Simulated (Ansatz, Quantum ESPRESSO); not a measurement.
## HfOs (Pm-3m): zone-centre phonons

Which modes does HfOs (Pm-3m) have at the zone centre?

Calculated with Quantum ESPRESSO 7.5; DFT LDA, scalar-relativistic, plane waves, JTH PAW pseudopotentials.

## (1) Set-up

The structure is cubic, space group Pm-3m (No. 221). The conventional cell has a = 3.239 Å, b = 3.239 Å, c = 3.239 Å, α = 90.00°, β = 90.00°, γ = 90.00°. Hf has 8 Os at 2.81 Å nearest. Nearest to Os lie 8 Hf at 2.81 Å. Farther neighbours are not listed.

Coordinates:

```cif
data_structure
_symmetry_space_group_name_H-M 'P 1'
_symmetry_Int_Tables_number 1
_cell_length_a 3.2390
_cell_length_b 3.2390
_cell_length_c 3.2390
_cell_angle_alpha 90.000
_cell_angle_beta 90.000
_cell_angle_gamma 90.000
_cell_volume 33.98
loop_
_atom_site_label
_atom_site_type_symbol
_atom_site_fract_x
_atom_site_fract_y
_atom_site_fract_z
_atom_site_occupancy
Hf1 Hf 0.00000 0.00000 0.00000 1
Os2 Os 0.50000 0.50000 0.50000 1
```

## (2) A first look

Before anything dear is run, a loose run with smearing shows whether this is a metal and how far the cell is from rest.

Input file probe.in:

```
&CONTROL
  calculation = 'scf'
  prefix      = 'x'
  outdir      = './tmp'
  pseudo_dir  = './pseudo'
  tprnfor     = .true.
  tstress     = .true.
  verbosity   = 'high'
/
&SYSTEM
  ibrav       = 1
  celldm(1)   = 6.12082292
  nat         = 2
  ntyp        = 2
  ecutwfc     = 40.0
  ecutrho     = 200.0
  occupations = 'smearing'
  smearing    = 'gaussian'
  degauss     = 0.01
/
&ELECTRONS
  conv_thr         = 1.0d-07
  mixing_beta      = 0.7
  electron_maxstep = 100
/
ATOMIC_SPECIES
 Hf    178.4900  Hf.upf
 Os    190.2300  Os.upf
ATOMIC_POSITIONS crystal
 Hf     0.000000000   0.000000000   0.000000000
 Os     0.500000000   0.500000000   0.500000000
K_POINTS automatic
 6 6 6 0 0 0
```

Started as:

```console
$ OMP_NUM_THREADS=1 mpirun -n 4 pw.x -nk 4 -in probe.in > probe.out
```

The log of the run:

```text
[banners, grids, parts of the stress and lines that vanish by symmetry left out]
Program PWSCF v.7.5
     file Hf.upf: wavefunction(s)  5S 5P 6P 5D 0D renormalized
     file Os.upf: wavefunction(s)  6S 0S 0P 0P 5D 0D renormalized
[...]
kinetic-energy cutoff     =      40.0000  Ry
     charge density cutoff     =     200.0000  Ry
     scf convergence threshold =      1.0E-07
[...]
Exchange-correlation= SLA PW NOGX NOGC
                           (   1   4   0   0   0   0   0)
[...]
48 Sym. Ops., with inversion, found
[...]
(     0          1          0      )
                  (     0          0          1      )
[...]
(  0.0000000  1.0000000  0.0000000 )
                  (  0.0000000  0.0000000  1.0000000 )
[...]
(     0         -1          0      )
[...]
(  0.0000000 -1.0000000  0.0000000 )
[...]
(     0          0          1      )
                  (     1          0          0      )
[...]
( -1.0000000  0.0000000  0.0000000 )
                  (  0.0000000  1.0000000  0.0000000 )
[...]
number of k points=    20  Gaussian smearing, width (Ry)=  0.0100
[...]
End of self-consistent calculation
[...]
the Fermi energy is    17.6526 ev
!    total energy              =   -1356.48808048 Ry
[...]
convergence has been achieved in  10 iterations
[...]
atom    1 type  1   force =     0.00000000    0.00000000    0.00000000
     atom    2 type  2   force =     0.00000000    0.00000000    0.00000000
[...]
Total force =     0.000000     Total SCF correction =     0.000000
[...]
total   stress  (Ry/bohr**3)                   (kbar)     P=      -90.22
[...]
XML data file, charge density, pseudopotentials, collected wavefunctions

   JOB DONE.
```

It took 2.5 s on 4 MPI ranks of Arm Neoverse V2, shared host.

This step gave:

* volume per atom: 16.99 Å³
* pressure: -9.022 GPa
* gap on the k-mesh: 0 eV

No gap opens on this mesh, so smearing is kept; the start stands at -9.0 GPa.

## (3) Relaxation

Frequencies change by per cents with a per cent of volume, so the structure is first brought to rest at this level of theory.

Input file relax.in:

```
&CONTROL
  calculation   = 'vc-relax'
  prefix        = 'x'
  outdir        = './tmp'
  pseudo_dir    = './pseudo'
  tprnfor       = .true.
  tstress       = .true.
  forc_conv_thr = 2.0d-05
  etot_conv_thr = 1.0d-07
  nstep         = 40
/
&SYSTEM
  ibrav       = 1
  celldm(1)   = 6.12082292
  nat         = 2
  ntyp        = 2
  ecutwfc     = 40.0
  ecutrho     = 200.0
  occupations = 'smearing'
  smearing    = 'mv'
  degauss     = 0.02
/
&ELECTRONS
  conv_thr         = 1.0d-11
  mixing_beta      = 0.7
  electron_maxstep = 100
/
&IONS
/
&CELL
  press_conv_thr = 0.1
/
ATOMIC_SPECIES
 Hf    178.4900  Hf.upf
 Os    190.2300  Os.upf
ATOMIC_POSITIONS crystal
 Hf     0.000000000   0.000000000   0.000000000
 Os     0.500000000   0.500000000   0.500000000
K_POINTS automatic
 10 10 10 0 0 0
```

Started as:

```console
$ OMP_NUM_THREADS=1 mpirun -n 4 pw.x -nk 4 -in relax.in > relax.out
```

The log of the run:

```text
[banners, grids, parts of the stress and lines that vanish by symmetry left out]
[banner, memory and clock lines left out]
Program PWSCF v.7.5

[...]
kinetic-energy cutoff     =      40.0000  Ry
     charge density cutoff     =     200.0000  Ry
     scf convergence threshold =      1.0E-11
[...]
energy convergence thresh.=      1.0E-07
     force convergence thresh. =      2.0E-05
     press convergence thresh. =      1.0E-01
     Exchange-correlation= SLA PW NOGX NOGC
                           (   1   4   0   0   0   0   0)
[...]
48 Sym. Ops., with inversion, found
[...]
number of k points=    56  Marzari-Vanderbilt smearing, width (Ry)=  0.0200
[...]
End of self-consistent calculation
[...]
the Fermi energy is    17.5813 ev
!    total energy              =   -1356.49227471 Ry
[...]
convergence has been achieved in  19 iterations
[...]
atom    1 type  1   force =     0.00000000    0.00000000    0.00000000
     atom    2 type  2   force =     0.00000000    0.00000000    0.00000000
     Total force =     0.000000     Total SCF correction =     0.000000
[...]
total   stress  (Ry/bohr**3)                   (kbar)     P=      -97.47
[...]
number of bfgs steps    =   0
[...]
CELL_PARAMETERS (alat=  6.12082292)
[...]
ATOMIC_POSITIONS (crystal)
Hf               0.0000000000        0.0000000000        0.0000000000
Os               0.5000000000        0.5000000000        0.5000000000
[...]
New effective cutoffs (rho, wfc):  205.93   41.35
[...]
End of self-consistent calculation
[...]
the Fermi energy is    18.6303 ev
!    total energy              =   -1356.49535153 Ry
[...]
convergence has been achieved in  13 iterations
[...]
atom    1 type  1   force =     0.00000000    0.00000000    0.00000000
     atom    2 type  2   force =     0.00000000    0.00000000    0.00000000
     Total force =     0.000000     Total SCF correction =     0.000000
[...]
total   stress  (Ry/bohr**3)                   (kbar)     P=       22.20
[...]
number of bfgs steps    =   1
[...]
CELL_PARAMETERS (alat=  6.12082292)
[...]
ATOMIC_POSITIONS (crystal)
Hf               0.0000000000        0.0000000000        0.0000000000
Os               0.5000000000        0.5000000000        0.5000000000
[...]
New effective cutoffs (rho, wfc):  204.68   41.10
[...]
End of self-consistent calculation
[...]
the Fermi energy is    18.4376 ev
!    total energy              =   -1356.49548974 Ry
[...]
convergence has been achieved in  14 iterations
[...]
atom    1 type  1   force =     0.00000000    0.00000000    0.00000000
     atom    2 type  2   force =     0.00000000    0.00000000    0.00000000
     Total force =     0.000000     Total SCF correction =     0.000000
[...]
total   stress  (Ry/bohr**3)                   (kbar)     P=       -1.60
[...]
number of bfgs steps    =   2
[...]
CELL_PARAMETERS (alat=  6.12082292)
[...]
ATOMIC_POSITIONS (crystal)
[...]
New effective cutoffs (rho, wfc):  204.76   41.12
[...]
End of self-consistent calculation
[...]
the Fermi energy is    18.4506 ev
!    total energy              =   -1356.49549050 Ry
[...]
convergence has been achieved in  12 iterations
[...]
atom    1 type  1   force =     0.00000000    0.00000000    0.00000000
     atom    2 type  2   force =     0.00000000    0.00000000    0.00000000
     Total force =     0.000000     Total SCF correction =     0.000000
[...]
total   stress  (Ry/bohr**3)                   (kbar)     P=       -0.02
[...]
number of bfgs steps    =   3
[...]
small trust_radius: resetting bfgs history
[...]
CELL_PARAMETERS (alat=  6.12082292)
[...]
ATOMIC_POSITIONS (crystal)
[...]
New effective cutoffs (rho, wfc):  204.76   41.12
[...]
End of self-consistent calculation
[...]
the Fermi energy is    18.4509 ev
!    total energy              =   -1356.49549050 Ry
[...]
convergence has been achieved in   8 iterations
[...]
atom    1 type  1   force =     0.00000000    0.00000000    0.00000000
     atom    2 type  2   force =     0.00000000    0.00000000    0.00000000
     Total force =     0.000000     Total SCF correction =     0.000000
[...]
total   stress  (Ry/bohr**3)                   (kbar)     P=        0.01
[...]
bfgs converged in   5 scf cycles and   4 bfgs steps
[...]
End of BFGS Geometry Optimization
     Final enthalpy           =   -1356.4954904955 Ry
     File ./tmp/x.bfgs deleted, as requested
[...]
CELL_PARAMETERS (alat=  6.12082292)
[...]
ATOMIC_POSITIONS (crystal)
Hf               0.0000000000        0.0000000000        0.0000000000
Os               0.5000000000        0.5000000000        0.5000000000
[...]
Final scf calculation at the relaxed structure.
[...]
kinetic-energy cutoff     =      40.0000  Ry
     charge density cutoff     =     200.0000  Ry
     scf convergence threshold =      1.0E-13
[...]
press convergence thresh. =      1.0E-01
     Exchange-correlation= SLA PW NOGX NOGC
                           (   1   4   0   0   0   0   0)
[...]
48 Sym. Ops., with inversion, found
[...]
number of k points=    56  Marzari-Vanderbilt smearing, width (Ry)=  0.0200
[...]
End of self-consistent calculation
[...]
the Fermi energy is    18.4511 ev
!    total energy              =   -1356.49534574 Ry
[...]
convergence has been achieved in  18 iterations
[...]
atom    1 type  1   force =     0.00000000    0.00000000    0.00000000
     atom    2 type  2   force =     0.00000000    0.00000000    0.00000000
     Total force =     0.000000     Total SCF correction =     0.000000
[...]
total   stress  (Ry/bohr**3)                   (kbar)     P=        0.37
[...]
XML data file, charge density, pseudopotentials, collected wavefunctions
```

The job ended after 25 s (4 MPI ranks; 98 s of CPU time).

Step by step:

```csv
step,energy less that of the first step (eV),largest force (eV/Å),pressure (GPa),volume (Å³)
1,0.0000,0.0000,-9.75,33.98
2,-0.0419,0.0000,2.22,32.32
3,-0.0437,0.0000,-0.16,32.62
4,-0.0438,0.0000,0.00,32.60
5,-0.0438,0.0000,0.00,32.60
6,-0.0418,0.0000,0.04,32.60
```

```csv
"conventional cell, symmetrised",before,after,change
a (Å),3.239,3.194,-1.4 %
b (Å),3.239,3.194,-1.4 %
c (Å),3.239,3.194,-1.4 %
volume (Å³/atom),16.99,16.30,-4.1 %
```

The relaxed structure:

```
CELL_PARAMETERS angstrom
3.19436 0.00000 0.00000
0.00000 3.19436 0.00000
0.00000 0.00000 3.19436
ATOMIC_POSITIONS crystal
Hf 0.00000 0.00000 0.00000
Os 0.50000 0.50000 0.50000
```

The last row of the table of steps is pw.x's closing run on a basis chosen anew for the final cell, so its energy can jump.

Read from the output:

- volume per atom: 16.30 Å³
- pressure: 0.037 GPa

The volume changes by -4.1 % from the cell with which this run began.

## (4) Ground state

The response is built on this ground state, so it is converged far tighter than an energy would need. Smearing stays on, as the first look found no gap above 0.3 eV.

Input file scf.in:

```
&CONTROL
  calculation = 'scf'
  prefix      = 'x'
  outdir      = './tmp'
  pseudo_dir  = './pseudo'
  tprnfor     = .true.
  tstress     = .true.
/
&SYSTEM
  ibrav       = 1
  celldm(1)   = 6.0364735
  nat         = 2
  ntyp        = 2
  ecutwfc     = 40.0
  ecutrho     = 200.0
  occupations = 'smearing'
  smearing    = 'mv'
  degauss     = 0.02
/
&ELECTRONS
  conv_thr         = 1.0d-12
  mixing_beta      = 0.7
  electron_maxstep = 100
/
ATOMIC_SPECIES
 Hf    178.4900  Hf.upf
 Os    190.2300  Os.upf
ATOMIC_POSITIONS crystal
 Hf     0.000000000   0.000000000   0.000000000
 Os     0.500000000   0.500000000   0.500000000
K_POINTS automatic
 12 12 12 0 0 0
```

Started as:

```console
$ OMP_NUM_THREADS=1 mpirun -n 4 pw.x -nk 4 -in scf.in > scf.out
```

The log of the run:

```text
[banners, grids, parts of the stress and lines that vanish by symmetry left out]
[banner, memory and clock lines left out]
Program PWSCF v.7.5

[...]
kinetic-energy cutoff     =      40.0000  Ry
     charge density cutoff     =     200.0000  Ry
     scf convergence threshold =      1.0E-12
[...]
Exchange-correlation= SLA PW NOGX NOGC
                           (   1   4   0   0   0   0   0)
[...]
48 Sym. Ops., with inversion, found
[...]
number of k points=    84  Marzari-Vanderbilt smearing, width (Ry)=  0.0200
[...]
End of self-consistent calculation
[...]
the Fermi energy is    18.3332 ev
!    total energy              =   -1356.49539129 Ry
[...]
convergence has been achieved in  13 iterations
[...]
atom    1 type  1   force =     0.00000000    0.00000000    0.00000000
     atom    2 type  2   force =     0.00000000    0.00000000    0.00000000
     Total force =     0.000000     Total SCF correction =     0.000000
[...]
total   stress  (Ry/bohr**3)                   (kbar)     P=        3.73
[...]
XML data file, charge density, pseudopotentials, collected wavefunctions
```

Wall time 5.9 s (4 MPI ranks).

This step gave:

```yaml
pressure: 0.373 GPa
```

The cell stands at 0.37 GPa, so the frequencies below are those of a cell under stress.

## (5) Zone-centre response

At q = 0 one unit cell holds all displacements; symmetry groups them into irreducible representations that are solved one by one. With smeared occupations no response to a homogeneous field can be asked.

Input file ph.in:

```
phonons
&INPUTPH
  prefix       = 'x'
  outdir       = './tmp'
  fildyn       = 'g.dyn'
  tr2_ph       = 1.0d-18
  alpha_mix(1) = 0.4
  nmix_ph      = 8
/
0.000000000 0.000000000 0.000000000
```

Started as:

```console
$ OMP_NUM_THREADS=1 mpirun -n 4 ph.x -nk 4 -in ph.in > ph.out
```

The log of the run:

```text
[banners, grids, parts of the stress and lines that vanish by symmetry left out]
[banner, memory and clock lines left out]
Program PHONON v.7.5

     ./tmp/x.save/

     file Hf.upf: wavefunction(s)  5S 5P 6P 5D 0D renormalized
     file Os.upf: wavefunction(s)  6S 0S 0P 0P 5D 0D renormalized

     IMPORTANT: XC functional enforced from input :
     Exchange-correlation= PW
                           (   1   4   0   0   0   0   0)
     Any further DFT definition will be discarded
     Please, verify this is what you really want

     G-vector sticks info

     Reading collected, re-writing distributed wavefunctions in ./tmp/

     Number and degeneracy of irreps per q-point
       N         xq(1)         xq(2)         xq(3)   N irreps
       1   0.000000000   0.000000000   0.000000000       2
        3   3

     Calculation of q =    0.0000000   0.0000000   0.0000000

     phonons

     bravais-lattice index     =            1
     lattice parameter (alat)  =       6.0365  a.u.
     unit-cell volume          =     219.9631 (a.u.)^3
     number of atoms/cell      =            2
     number of atomic types    =            2
     kinetic-energy cut-off    =      40.0000  Ry
     charge density cut-off    =     200.0000  Ry
     convergence threshold     =      1.0E-18
     beta                      =       0.4000
     number of iterations used =            8
     Exchange-correlation= PW
                           (   1   4   0   0   0   0   0)

     celldm(1)=    6.03647  celldm(2)=    0.00000  celldm(3)=    0.00000
     celldm(4)=    0.00000  celldm(5)=    0.00000  celldm(6)=    0.00000

     crystal axes: (cart. coord. in units of alat)
               a(1) = (  1.0000  0.0000  0.0000 )
               a(2) = (  0.0000  1.0000  0.0000 )
               a(3) = (  0.0000  0.0000  1.0000 )

     reciprocal axes: (cart. coord. in units 2 pi/alat)
               b(1) = (  1.0000  0.0000  0.0000 )
               b(2) = (  0.0000  1.0000  0.0000 )
               b(3) = (  0.0000  0.0000  1.0000 )

     Atoms inside the unit cell:

     Cartesian axes

     site n.  atom      mass           positions (alat units)
        1  Hf    178.4900   tau(    1) = (    0.00000    0.00000    0.00000  )
        2  Os    190.2300   tau(    2) = (    0.50000    0.50000    0.50000  )

     Computing dynamical matrix for
                    q = (   0.0000000   0.0000000   0.0000000 )

     49 Sym.Ops. (with q -> -q+G )

     G cutoff =  184.6022  (  10443 G-vectors)     FFT grid: ( 27, 27, 27)
     G cutoff =  147.6818  (   7497 G-vectors)  smooth grid: ( 25, 25, 25)

     number of k points=    84  Marzari-Vanderbilt smearing, width (Ry)=  0.0200
                       cart. coord. in units 2pi/alat
        k(    1) = (   0.0000000   0.0000000   0.0000000), wk =   0.0011574
        k(    2) = (   0.0000000   0.0000000   0.0833333), wk =   0.0069444
        k(    3) = (   0.0000000   0.0000000   0.1666667), wk =   0.0069444
        [... further k-points left out ...]

     PseudoPot. # 1 for Hf read from file:
     ./pseudo/Hf.upf
     Pseudo is Projector augmented-wave + core cor, Zval = 12.0
     Shape of augmentation charge: SINC**2
     Using radial grid of 1119 points,  6 beta functions with:
                l(1) =   0
                l(2) =   0
                l(3) =   1
                l(4) =   1
                l(5) =   2
                l(6) =   2
     Q(r) pseudized with 0 coefficients

     PseudoPot. # 2 for Os read from file:
     ./pseudo/Os.upf
     Pseudo is Projector augmented-wave + core cor, Zval =  8.0
     Shape of augmentation charge: SINC**2
     Using radial grid of 1124 points,  6 beta functions with:
                l(1) =   0
                l(2) =   0
                l(3) =   1
                l(4) =   1
                l(5) =   2
                l(6) =   2
     Q(r) pseudized with 0 coefficients

     Mode symmetry, O_h (m-3m)  point group:

     Atomic displacements:
     There are    2 irreducible representations

     Representation     1      3 modes -  To be done

     Representation     2      3 modes -  To be done

     Alpha used in Ewald sum =   2.0000

     Representation #   1 modes #   1   2   3

     Self-consistent Calculation
      thresh= 1.000E-02 alpha_mix =  0.400 |ddv_scf|^2 =  1.225E-06
      thresh= 1.107E-04 alpha_mix =  0.400 |ddv_scf|^2 =  3.206E-08
      thresh= 1.790E-05 alpha_mix =  0.400 |ddv_scf|^2 =  8.637E-10
      thresh= 2.939E-06 alpha_mix =  0.400 |ddv_scf|^2 =  2.284E-11
      thresh= 4.779E-07 alpha_mix =  0.400 |ddv_scf|^2 =  3.799E-13
      thresh= 6.164E-08 alpha_mix =  0.400 |ddv_scf|^2 =  4.296E-14
      thresh= 2.073E-08 alpha_mix =  0.400 |ddv_scf|^2 =  7.442E-17
      thresh= 8.627E-10 alpha_mix =  0.400 |ddv_scf|^2 =  1.017E-17
      thresh= 3.189E-10 alpha_mix =  0.400 |ddv_scf|^2 =  3.102E-20

     End of self-consistent calculation

     Convergence has been achieved

     Representation #   2 modes #   4   5   6

     Self-consistent Calculation
      thresh= 1.000E-02 alpha_mix =  0.400 |ddv_scf|^2 =  4.732E-06
      thresh= 2.175E-04 alpha_mix =  0.400 |ddv_scf|^2 =  1.859E-07
      thresh= 4.312E-05 alpha_mix =  0.400 |ddv_scf|^2 =  1.070E-08
      thresh= 1.034E-05 alpha_mix =  0.400 |ddv_scf|^2 =  1.350E-10
      thresh= 1.162E-06 alpha_mix =  0.400 |ddv_scf|^2 =  7.433E-12
      thresh= 2.726E-07 alpha_mix =  0.400 |ddv_scf|^2 =  1.266E-12
      thresh= 1.125E-07 alpha_mix =  0.400 |ddv_scf|^2 =  7.337E-15
      thresh= 8.566E-09 alpha_mix =  0.400 |ddv_scf|^2 =  2.034E-17
      thresh= 4.510E-10 alpha_mix =  0.400 |ddv_scf|^2 =  1.174E-18
      thresh= 1.083E-10 alpha_mix =  0.400 |ddv_scf|^2 =  2.770E-21

     End of self-consistent calculation

     Convergence has been achieved

     Number of q in the star =    1
     List of q in the star:
          1   0.000000000   0.000000000   0.000000000

     Diagonalizing the dynamical matrix

     q = (    0.000000000   0.000000000   0.000000000 )

 **************************************************************************
     freq (    1) =      -0.128310 [THz] =      -4.279970 [cm-1]
     freq (    2) =      -0.128310 [THz] =      -4.279970 [cm-1]
     freq (    3) =      -0.128310 [THz] =      -4.279970 [cm-1]
     freq (    4) =       4.843631 [THz] =     161.566150 [cm-1]
     freq (    5) =       4.843631 [THz] =     161.566150 [cm-1]
     freq (    6) =       4.843631 [THz] =     161.566150 [cm-1]
 **************************************************************************

     Mode symmetry, O_h (m-3m)  point group:

     freq (   1-   3) =         -4.3  [cm-1]   --> T_1u G_15  G_4- I
     freq (   4-   6) =        161.6  [cm-1]   --> T_1u G_15  G_4- I
```

Run time: 66 s. Hardware: 4 MPI ranks; 4.4 min of CPU time.

Numbers from this step:

```yaml
largest_acoustic_frequency_at_the_zone_centre_before_the_sum_rule: -4.28 cm⁻¹
highest_optical_zone_centre_mode_no_lo_to_term: 161.6 cm⁻¹
lowest_optical_zone_centre_mode: 161.6 cm⁻¹
```

Optical modes; normalised displacements of the dynamical-matrix file. The modes at Γ (shares of kinetic energy by element, %):

```csv
mode,frequency (cm⁻¹),symmetry,Hf %,Os %
1,161.6,T1u,52,48
2,161.6,T1u,52,48
3,161.6,T1u,52,48
```

Displacements in mode 2 (161.6 cm⁻¹), the largest set to 1:
```
Hf1  0.00  0.00 -1.00
Os2  0.00  0.00  0.94
```

The acoustic modes at Γ come out as far as 4.3 cm⁻¹ from zero, where they should vanish, a small numerical error.

[end of part 1 of 2]

[Host names and launcher messages were left out of these logs when they were recorded.]

[Logs are printed without paths, hosts, clocks, repeated set-up lines and the standing remarks that a program may print on its own settings, such as how far it seeks lower states.]

[Hosts, paths, dates, database ids (printed as entryN), source tags and the programs' standing remarks are cut or masked in the printed files.]
